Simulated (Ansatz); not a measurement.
# AgF (model cell, started as NiAs type): from the cell to its phonons

Aim: the phonons of AgF (model cell, started as NiAs type) at a cell relaxed beforehand at this level. After the zone centre comes a 3×3×2 q mesh on a 15×15×6 k mesh.

Calculated with Ansatz 0.2.0; DFT PBEsol, scalar-relativistic, plane waves, PAW.

The structure was built from a prototype and need not be the compound's stable phase.

**1. The structure**

Symmetry: P6_3/mmc, No. 194, hexagonal system. The conventional cell has a = 3.038 Å, b = 3.038 Å, c = 6.862 Å, α = 90.00°, β = 90.00°, γ = 120.00°. Nearest to Ag lie 6 F at 2.45 Å. F has 6 Ag at 2.45 Å nearest. Farther neighbours and most contacts between anions are not listed.

**2. Linear response at the zone centre**

The cell comes from relaxations at this level that are not shown. The zone centre comes first: it holds the modes that light can see, as far as symmetry allows. No field response is asked, since the mesh shows no gap.

Contents of input.yaml:

```yaml
crystal:
  lattice:
    - [3.0380659028, 2.5779e-06, 0.0]
    - [-1.5190351839, 2.6310409612, 0.0]
    - [0.0, 0.0, 6.8619586866]
  atoms:
    - { symbol: Ag, position: [0.0, 0.0, 0.0] }
    - { symbol: Ag, position: [0.0, 0.0, 0.5] }
    - { symbol: F, position: [0.3333333333, 0.6666666667, 0.25] }
    - { symbol: F, position: [0.6666666667, 0.3333333333, 0.75] }
kpoints:
  mp_grid: { grid: [15, 15, 6] }
hamiltonian:
  xc: pbesol
scf:
  occupations: { method: methfessel_paxton, width: 0.2 }
output:
  eigenvalues: true
phonons:
  method: dfpt
```

Started as:

```bash
$ ansatz run input.yaml --threads 4 --pin off --max-ram 7168MiB --backend cpu --events-out ev --progress --plain --runs-dir out
```

Planned after this: response at finite wavevector; another isotope. Settings of the main run: cutoff 420 eV, 15×15×6 k-mesh, 3×3×2 q-mesh, Methfessel-Paxton occupations, smearing width 0.2 eV.

What does the calculation give for the highest optical mode at the zone centre and highest frequency on the path or at a solved wavevector?

Modes are clearly imaginary (beyond 10i cm⁻¹) at 5 of the 6 irreducible wavevectors, most at q = (0.333, 0.333, 0) (35.7i cm⁻¹), so this structure is not a minimum of the energy. The optical modes at Γ span -26 to 314 cm⁻¹ (negative means imaginary). The highest mode in this list at Γ, 314.4 cm⁻¹, is mostly motion of F (100 % of the kinetic energy).

| Property | Result |
| --- | --- |
| volume per atom | 13.7 Å³ |
| electronic character | no gap on this mesh |
| highest optical mode at the zone centre (no LO-TO term) | 314 cm⁻¹ |
| lowest optical zone-centre mode | -26.4 cm⁻¹ |
| lowest mode on the q mesh (acoustic modes at Γ apart) | -35.7 cm⁻¹ |
| highest frequency on the path or at a solved wavevector | 314 cm⁻¹ |
| imaginary modes on the 3×3×2 q mesh | yes |

With no gap, or one that is small against the smearing, the frequencies hang on the k mesh and the smearing, most of all near Kohn anomalies. A semilocal functional can close a gap that the real compound would have, so the metallic treatment may be an artefact of the level. The starting cell was built on a prototype and not taken from a measurement, so the phase need not exist. These are harmonic frequencies at zero temperature: anharmonic shifts, linewidths and thermal expansion are left out.

[Logs are printed without paths, hosts, clocks, repeated set-up lines and the standing remarks that a program may print on its own settings, such as how far it seeks lower states.]

[Hosts, paths, dates, database ids (printed as entryN), source tags and the programs' standing remarks are cut or masked in the printed files.]
